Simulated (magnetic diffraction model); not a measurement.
# CsV2S2I3 below its ordering temperature

Space group Cmcm (no. 63), a = 5.5050 Å, b = 14.6930 Å, c = 14.6490 Å.

| site | atom | x | y | z |
| --- | --- | --- | --- | --- |
| 4c | Cs | 1/2 | 0.3067 | 1/4 |
| 8f | I | 1/2 | 0.4533 | 0.3840 |
| 4c | I | 1/2 | 0.2712 | 3/4 |
| 8f | V | 1/2 | 0.3527 | 0.9401 |
| 8f | S | 1/2 | 0.1856 | 0.0601 |

This is a made-up structure (elements placed in a structure type, unrelaxed), so the numbers test the method and describe no known phase.

Only V is taken to order (form factors of V3+); orders and moment sizes are assumed, and not adapted to the symmetry. Radiation: neutrons of λ = 2.567 Å, 5° to 60°; isotropic B of 0.51 Å² (Cs), 0.62 Å² (I), 0.6 Å² (V) and 1.01 Å² (S). The intensities are simulated: I ∝ L Σ (|F_N|² + |F_M⊥|²) for unpolarised neutrons, with F_M = 2.695 fm/μB × Σ f(s) S exp(2πi Q·r) exp(−B s²) at Q = H ± k (one set where k and −k are equivalent), only the part normal to Q counting and L = 1/(sin²θ cos θ). For collinear order S is the moment m, which repeats by lattice and centring translations R with the sign exp(−2πi k·R). Form factors are spin-only for 3d ions and dipole or tabulated for f ions, scattering lengths are Sears's of 1992, and absorption is left out. A label names one of the reflections at its angle. The strongest nuclear line in the range is 100, and lines under 0.2 are left out.

Above the ordering temperature:

```csv
2θ (°),index,I
20.12,(0 2 0),12.6
20.18,(0 0 2),25.9
22.54,(0 2 1),27.4
28.65,(0 2 2),42.0
28.83,(1 1 0),74.0
30.61,(1 1 1),21.4
35.45,(1 1 2),11.6
40.90,(0 4 0),18.4
41.07,(1 3 0),13.3
42.23,(0 4 1),11.8
42.39,(1 3 1),35.6
42.45,(1 1 3),44.6
46.02,(0 4 2),6.5
46.11,(0 2 4),100.0
46.17,(1 3 2),88.0
50.92,(1 1 4),28.6
51.86,(0 4 3),59.5
51.99,(1 3 3),4.1
55.59,(2 0 0),76.4
56.28,(0 2 5),3.2
59.33,(0 4 4),0.4
59.35,(1 5 0),4.4
```
(The table stops after 22 lines; 3 more lie at higher angle.)

Below it (cell unchanged):

| 2θ (°) | I |
| --- | --- |
| 5.02 | 37.9 |
| 15.10 | 0.3 |
| 20.12 | 12.6 |
| 20.18 | 25.9 |
| 20.75 | 31.1 |
| 22.54 | 27.4 |
| 25.26 | 1.0 |
| 25.31 | 1.9 |
| 28.65 | 42.0 |
| 28.83 | 74.0 |
| 29.29 | 26.1 |
| 30.61 | 21.4 |
| 32.54 | 7.7 |
| 32.70 | 1.2 |
| 35.45 | 11.6 |
| 35.72 | 0.2 |
| 38.73 | 12.0 |
| 40.90 | 18.4 |
| 41.07 | 13.3 |
| 41.24 | 6.3 |
| 41.33 | 0.8 |
| 41.40 | 11.8 |
| 42.23 | 11.8 |
| 42.39 | 35.6 |
| 42.45 | 44.6 |
| 43.84 | 0.3 |
| 44.00 | 0.6 |
| 46.02 | 6.5 |
| 46.11 | 100.0 |
| 46.17 | 88.0 |
| 46.53 | 1.5 |
| 48.71 | 4.4 |
| 48.85 | 8.2 |
| 50.92 | 28.6 |
| 51.09 | 0.5 |
| 51.86 | 59.5 |
(The table stops after 36 lines; 15 more lie at higher angle.)

**Question.** Find the propagation vector, then choose among these models:
A. collinear moments along [101], 1.63 μB on V; signs + at (1/2, 0.3527, 0.9401), − at (1/2, 0.3527, 0.5599), + at (0, 0.1473, 0.4401), + at (0, 0.1473, 0.0599)
B. collinear moments along [100], 1.63 μB on V; signs + at (1/2, 0.3527, 0.9401), + at (1/2, 0.3527, 0.5599), − at (0, 0.1473, 0.4401), − at (0, 0.1473, 0.0599)
C. collinear moments along [101], 1.63 μB on V; signs + at (1/2, 0.3527, 0.9401), + at (1/2, 0.3527, 0.5599), − at (0, 0.1473, 0.4401), − at (0, 0.1473, 0.0599)
D. collinear moments along [100], 1.63 μB on V; signs + at (1/2, 0.3527, 0.9401), − at (1/2, 0.3527, 0.5599), + at (0, 0.1473, 0.4401), + at (0, 0.1473, 0.0599)

The new lines index as (0 0 1/2) at 5.02°, (0 2 1/2) at 20.75°, (0 2 3/2) at 25.26° and (0 0 5/2) at 25.31°, that is as H ± k with k = (0 0 3/2). Half indices mean that the moments reverse under translations with k·R a half-integer, and the magnetic cell has twice the primitive volume.

Magnetic intensity, observed (below minus above) and for each model:

| 2θ (°) | index | observed | A | B | C | D |
| --- | --- | --- | --- | --- | --- | --- |
| 5.02 | (0 0 1/2) | 37.9 | 1.9 | 306.4 | 37.9 | 15.7 |
| 15.10 | (0 0 3/2) | 0.3 | 1.7 | 2.3 | 0.3 | 13.6 |
| 20.75 | (0 2 1/2) | 31.1 | 40.6 | 32.8 | 31.1 | 42.9 |
| 25.26 | (0 2 3/2) | 1.0 | 14.4 | 1.5 | 1.0 | 21.1 |
| 25.31 | (0 0 5/2) | 1.9 | 1.2 | 15.0 | 1.9 | 10.1 |
| 29.29 | (1 1 1/2) | 26.1 | 24.0 | 4.5 | 26.1 | 4.1 |
| 32.54 | (0 2 5/2) | 7.7 | 2.9 | 16.7 | 7.7 | 6.3 |
| 32.70 | (1 1 3/2) | 1.2 | 13.7 | 0.5 | 1.2 | 5.9 |

Model C matches.

The structure used: k = (0 0 3/2), collinear moments along [101], 1.63 μB on V; signs + at (1/2, 0.3527, 0.9401), + at (1/2, 0.3527, 0.5599), − at (0, 0.1473, 0.4401), − at (0, 0.1473, 0.0599).

[Logs are printed without paths, hosts, clocks, repeated set-up lines and the standing remarks that a program may print on its own settings, such as how far it seeks lower states.]
